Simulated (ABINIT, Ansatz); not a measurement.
# Quasiparticle gap of CaAlSiH (P3m1) in ABINIT

How does a plane-wave GW calculation on CaAlSiH (P3m1) run from the first input to the gap?

Method: PBEsol and many-body steps on it, plane waves, in ABINIT 10.8.3.

Report form: the programs' logs are mostly left out.

### 1. Starting point

The structure is trigonal, space group P3m1 (No. 156). Conventional cell: a = 4.143 Å, b = 4.143 Å, c = 4.698 Å, α = 90.00°, β = 90.00°, γ = 120.00°. Nearest to Ca lie 3 H at 2.42 Å and 3 Si at 3.14 Å. Nearest to Al lie 1 H at 1.75 Å and 3 Si at 2.45 Å. Nearest to Si lie 3 Al at 2.45 Å and 3 Ca at 3.14 Å. Nearest to H lie 1 Al at 1.75 Å and 3 Ca at 2.42 Å. Farther neighbours are not listed.

The cell and positions are those that the Materials Project relaxed with its own functionals (PBE, PBE+U or r2SCAN), kept fixed.

### 2. Ground state

This step: ABINIT 10.8.3; DFT, PBEsol, plane waves, norm-conserving pseudopotentials.

The ground-state density comes first.

run.abi

```
acell 3*1.0 Angstrom
rprim 
  4.143280229474 0.000000000031 0.000000000000
  -2.071640114764 3.588185933707 0.000000000000
  0.000000000000 0.000000000000 4.698226000000
ntypat 4
znucl 20 13 14 1
natom 4
typat 1 2 3 4
xred 
  0.000000000000 0.000000000000 0.999921000000
  0.666666666667 0.333333333333 0.457112000000
  0.333333333333 0.666666666667 0.565892000000
  0.666666666667 0.333333333333 0.083775000000
pp_dirpath "pseudos"
pseudos "Ca.upf, Al.upf, Si.upf, H.upf"
ecut 32
ngkpt 6 6 4
nshiftk 1
shiftk 0 0 0
kptopt 1
chksymbreak 0
nband 15
occopt 1
tolvrs 1e-10
nstep 60
prtwf 0
optforces 0
optstress 0
indata_prefix "in"
outdata_prefix "out"
tmpdata_prefix "tmp"
```

Launch:

```bash
$ OMP_NUM_THREADS=1 mpirun -n 4 abinit run.abi > log
```

Wall time 19 s (4 MPI ranks of Arm Neoverse V1, shared host); peak memory 0.33 GiB; 75 s of CPU time.

Numbers from this step:

```yaml
total_energy: -1247.0884 eV
gap: 0.2893 eV
k_of_the_valence_top: 0, 0, 0.5
k_of_the_conduction_bottom: 0.5, 0, 0
least_direct_gap: 1.214 eV
```

The gap is indirect, with the least direct gap 0.93 eV higher.

### 3. Empty states on the mesh, 3×3×4 mesh, 47 bands

The sums over transitions need many empty states on a uniform mesh; this step solves for them.

run.abi: that of step 2 with these lines changed.

```diff
@@ -17,3 +17,3 @@
 ecut 32
-ngkpt 6 6 4
+ngkpt 3 3 4
 nshiftk 1
@@ -22,9 +22,10 @@
 chksymbreak 0
-nband 15
-occopt 1
-tolvrs 1e-10
+iscf -2
+irdden 1
+istwfk *1
+nband 47
+nbdbuf 4
+tolwfr 1e-09
 nstep 60
-prtwf 0
-optforces 0
-optstress 0
+prtvol 0
 indata_prefix "in"
```

Elapsed: 18 s, on 4 MPI ranks; peak memory 0.29 GiB; 71 s of CPU time.

Numbers from this step:

```yaml
gap: 0.5728 eV
k_of_the_valence_top: 0, 0, 0.5
k_of_the_conduction_bottom: -0.3333, 0, 0.25
least_direct_gap: 1.364 eV
k_points_computed: 10
lowest_point_of_the_top_converged_band_above_the_valence_top: 25.06 eV
```

On this mesh the gap is 0.573 eV. The earlier step found 0.289 eV, so this mesh misses an edge.

### 4. Screening, 3×3×4 mesh, 43 bands, screening to 98 eV

The RPA dielectric matrix is built and inverted for each q.

This step: RPA screening on PBEsol, plane waves, norm-conserving pseudopotentials.

run.abi: that of step 3 with these lines changed.

```diff
@@ -22,10 +22,11 @@
 chksymbreak 0
-iscf -2
-irdden 1
 istwfk *1
-nband 47
-nbdbuf 4
-tolwfr 1e-09
-nstep 60
-prtvol 0
+occopt 1
+irdwfk 1
+optdriver 3
+nband 43
+ecuteps 3.6
+inclvkb 2
+awtr 1
+symchi 1
 indata_prefix "in"
```

Elapsed: 9.8 s, on 4 MPI ranks; peak memory 0.54 GiB; 39 s of CPU time.

Numbers from this step:

```
ε∞ with local fields, on this mesh, along the program's q direction : 21.38
the same without local fields                                       : 24.23
plasma frequency                                                    : 18.85 eV
plane waves in the screening matrix                                 : 157
```

Local fields lower ε∞ by 12 %. On a Γ-centred mesh this coarse the value itself is usually too large, while a short band sum pulls it down.

### 5. Self-energy, 3×3×4 mesh, 43 bands, screening to 98 eV

The self-energy is evaluated for the states that the input lists, and the levels follow from it, in one-shot runs by the linearised quasiparticle equation.

This step: G0W0 on PBEsol, plane waves, norm-conserving pseudopotentials.

run.abi: that of step 4 with these lines changed.

```diff
@@ -25,8 +25,19 @@
 irdwfk 1
-optdriver 3
+optdriver 4
 nband 43
+gwcalctyp 0
+ecutsigx 32
+symsigma 1
+nkptgw 3
+kptgw 
+  0.0000000000 0.0000000000 0.5000000000
+  -0.3333333333 0.0000000000 0.2500000000
+  0.0000000000 0.0000000000 0.0000000000
+bdgw 
+  7 11
+  8 11
+  8 12
 ecuteps 3.6
-inclvkb 2
-awtr 1
-symchi 1
+irdscr 1
+ppmodel 1
 indata_prefix "in"
```

The job ended after 6.8 s (4 MPI ranks; peak memory 0.51 GiB; 27 s of CPU time).

This step gave:

* G0W0 gap on the points computed: 1.171 eV
* starting gap on the mesh: 0.5728 eV
* k of the valence top: 0, 0, 0.5
* k of the conduction bottom: -0.3333, 0, 0.25
* Z at the valence top: 0.768
* Z at the conduction bottom: 0.777
* least direct G0W0 gap on the computed points: 2.248 eV

The gap on the mesh goes from 0.57 eV to 1.17 eV, a correction of +0.60 eV. The start differs from the 0.29 eV found before because the two sample other k points.

Limits: finite bands, cutoff and mesh; coarse k mesh. v1 is the top filled band, c1 the lowest empty one. Levels before and after the correction, in eV, zero at the valence-band top of each column:

|  | conduction bottom | valence top |
| --- | --- | --- |
| Kohn-Sham | 0.57 | 0.00 |
| G0W0 | 1.17 | 0.00 |

|  | level | energy (eV) |
| --- | --- | --- |
| Kohn-Sham | (0 0 0.5) v3-v2 | -0.467 |
| Kohn-Sham | (0 0 0.5) v1 | 0.000 |
| Kohn-Sham | (0 0 0.5) c1-c2 | 1.364 |
| Kohn-Sham | (-0.333 0 0.25) v2 | -1.754 |
| Kohn-Sham | (-0.333 0 0.25) v1 | -1.085 |
| Kohn-Sham | (-0.333 0 0.25) c1 | 0.573 |
| Kohn-Sham | (-0.333 0 0.25) c2 | 2.092 |
| G0W0 | (0 0 0.5) v3-v2 | -0.555 |
| G0W0 | (0 0 0.5) v1 | 0.000 |
| G0W0 | (0 0 0.5) c1-c2 | 2.278 |
| G0W0 | (-0.333 0 0.25) v2 | -1.874 |
| G0W0 | (-0.333 0 0.25) v1 | -1.077 |
| G0W0 | (-0.333 0 0.25) c1 | 1.171 |
| G0W0 | (-0.333 0 0.25) c2 | 2.850 |

### 6. Where the time went

Times are wall times on 4 MPI ranks of Arm Neoverse V1, shared host, good to a factor of about two.

| step | time | share | memory (GiB) |
| --- | --- | --- | --- |
| ground state | 19 s | 35 % | 0.33 |
| empty states on the mesh | 18 s | 33 % | 0.29 |
| screening | 9.8 s | 18 % | 0.54 |
| self-energy | 6.8 s | 13 % | 0.51 |

### 7. Results

```json
{"PBEsol gap": "0.29 eV, indirect", "G0W0 gap on the mesh": "1.17 eV", "G0W0 gap over the zone (rigid shift)": "0.89 eV", "GW settings": "3×3×4 mesh, 43 bands, screening to 98 eV, Godby-Needs plasmon pole", "known limits": "not at the basis limit; coarse k mesh"}
```

**Reading.** G0W0 moves the gap on the mesh from 0.57 eV to 1.17 eV (+0.60 eV), with Z of 0.77 and 0.78 at the edges. The mesh misses the band edges by 0.28 eV in all; a rigid shift gives 0.89 eV for the zone. Local fields lower the RPA ε∞ on this mesh from 24.23 to 21.38; a Γ-centred mesh this coarse tends to raise both, most where the direct gap is narrow, while a short band sum lowers them. Only 3 of the mesh's irreducible points were corrected, so a valley elsewhere could overtake. Bands and cutoff are finite, so the gap is not at the basis limit. The miss can reach some tenths of an eV and take either sign; the mesh is an error of its own. In the G0W0 run levels were corrected at 3 k points alone, so a gap called «on the mesh» is the least over those, and an edge elsewhere would be missed. A denser mesh or path gives a starting gap of 0.29 eV: the GW mesh misses a band edge, so its gaps are not the fundamental one. The 3×3×4 mesh is coarse for this cell, which bears on the long-range parts of exchange and screening.

[Paths, hosts, dates, memory and timing lines, banners, echoed tables and standing remarks are left out of the program output.]

[Logs are printed without paths, hosts, clocks, repeated set-up lines and the standing remarks that a program may print on its own settings, such as how far it seeks lower states.]

[Runs of the session that timed out or met a known fault of the program may be left out.]

[Hosts, paths, dates, database ids (printed as entryN), source tags and the programs' standing remarks are cut or masked in the printed files.]

[G0W0 gaps are taken among the corrected bands and points alone; a level outside them can change the order at an edge.]

[Where Ansatz stands beside ABINIT at settings called matched, ABINIT's density can come from a denser mesh and the files from another edition; pairs whose starting gaps differed by over 0.03 eV were left out, so agreement reads better than it is.]
